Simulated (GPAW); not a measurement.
Consider MnBr2 (P-3m1).

```xyz
3
Lattice="3.8200 0.0000 0.0000 -1.9100 3.3082 0.0000 0.0000 0.0000 6.1900" Properties=species:S:1:pos:R:3 pbc="T T T"
Br    1.9100    1.1027    4.6425
Br    0.0000    2.2055    1.5475
Mn    0.0000    0.0000    0.0000
```

Absorber: atom 1, with 3 Mn at 2.69 Å (pyramidal, site symmetry 3m). Method: GPAW, LDA, full core hole (charged cell), 9-atom cell with 6.6 Å between holes, 3×3×3 k points, dipole transitions, Gaussian full width 2.52 eV up to 4 eV, rising linearly to 3.5 eV at 25 eV.

The database entry behind the starting cell has ideal inner coordinates that were not refined, so it need not match the best structure at ambient conditions.

Predict the near-edge structure at the Br K edge.

Main maxima up to 30 eV above the zero (height): 7.4 eV (1.73), 18.2 eV (1.19), 21.8 eV (1.21) and 28.2 eV (1.27). A K edge sees empty p states on the absorber. 

The Br K spectrum (energy from the lowest empty level; intensity scaled to a mean of 1 over the first 20 eV; polarised curves are means over the symmetry-equivalent atoms):

| E (eV) | isotropic | ε ⊥ c | ε ∥ c |
| --- | --- | --- | --- |
| -2.0 | 0.01 | 0.01 | 0.02 |
| -1.0 | 0.09 | 0.09 | 0.10 |
| 0.0 | 0.31 | 0.30 | 0.32 |
| 1.0 | 0.55 | 0.55 | 0.57 |
| 2.0 | 0.74 | 0.73 | 0.76 |
| 3.0 | 0.93 | 0.95 | 0.90 |
| 4.0 | 1.00 | 1.05 | 0.90 |
| 5.0 | 1.06 | 1.13 | 0.91 |
| 6.0 | 1.36 | 1.44 | 1.20 |
| 7.0 | 1.69 | 1.73 | 1.60 |
| 8.0 | 1.67 | 1.63 | 1.73 |
| 9.0 | 1.28 | 1.22 | 1.40 |
| 10.0 | 0.87 | 0.86 | 0.91 |
| 11.0 | 0.69 | 0.70 | 0.67 |
| 12.0 | 0.66 | 0.64 | 0.71 |
| 13.0 | 0.65 | 0.59 | 0.77 |
| 14.0 | 0.69 | 0.65 | 0.79 |
| 15.0 | 0.82 | 0.81 | 0.85 |
| 16.0 | 1.00 | 1.02 | 0.95 |
| 17.0 | 1.14 | 1.19 | 1.03 |
| 18.0 | 1.19 | 1.24 | 1.10 |
| 19.0 | 1.18 | 1.19 | 1.16 |
| 20.0 | 1.16 | 1.14 | 1.20 |
| 21.0 | 1.19 | 1.17 | 1.24 |
| 22.0 | 1.21 | 1.19 | 1.24 |
| 23.0 | 1.15 | 1.15 | 1.16 |
| 24.0 | 1.08 | 1.10 | 1.04 |
| 25.0 | 1.06 | 1.09 | 1.00 |
| 26.0 | 1.12 | 1.13 | 1.08 |
| 27.0 | 1.21 | 1.21 | 1.22 |
| 28.0 | 1.26 | 1.25 | 1.29 |
| 29.0 | 1.24 | 1.24 | 1.26 |
| 30.0 | 1.19 | 1.19 | 1.18 |
| 31.0 | 1.13 | 1.14 | 1.11 |
| 32.0 | 1.07 | 1.07 | 1.06 |

The hole lies in one spin channel, while the script sums the empty states of both and takes the lower zero; where the two channels are split, this blurs and shifts the curve. The script folds with a Gaussian, whereas the core hole's own line is a Lorentzian, so the onset is too steep and the first peak too high. The spins start ferromagnetically in a simple order, which needn't be the measured one; gap and edge can depend on it. The mesh is coarse (0.38 Å⁻¹ between points), so small maxima may be mesh ripples. Lifetime broadening is put in by hand, and intensities beyond about 20 eV depend on it and on the partial waves. The structure is a published determination, not relaxed.

[Banner, clock and machine lines of the logs are left out without a mark of their own.]

[Logs are printed without paths, hosts, clocks, repeated set-up lines and the standing remarks that a program may print on its own settings, such as how far it seeks lower states.]

[Hosts, paths, dates, database ids (printed as entryN), source tags and the programs' standing remarks are cut or masked in the printed files.]

[Lists of maxima count a maximum above −3 eV only where it reaches 4 % of the highest in the window and stands out from its surroundings by 2 % of it (1.5 % where it reaches 55 %); shoulders and weaker maxima are passed over, and of the rest the first, up to two pre-edge ones and the few strongest are named.]
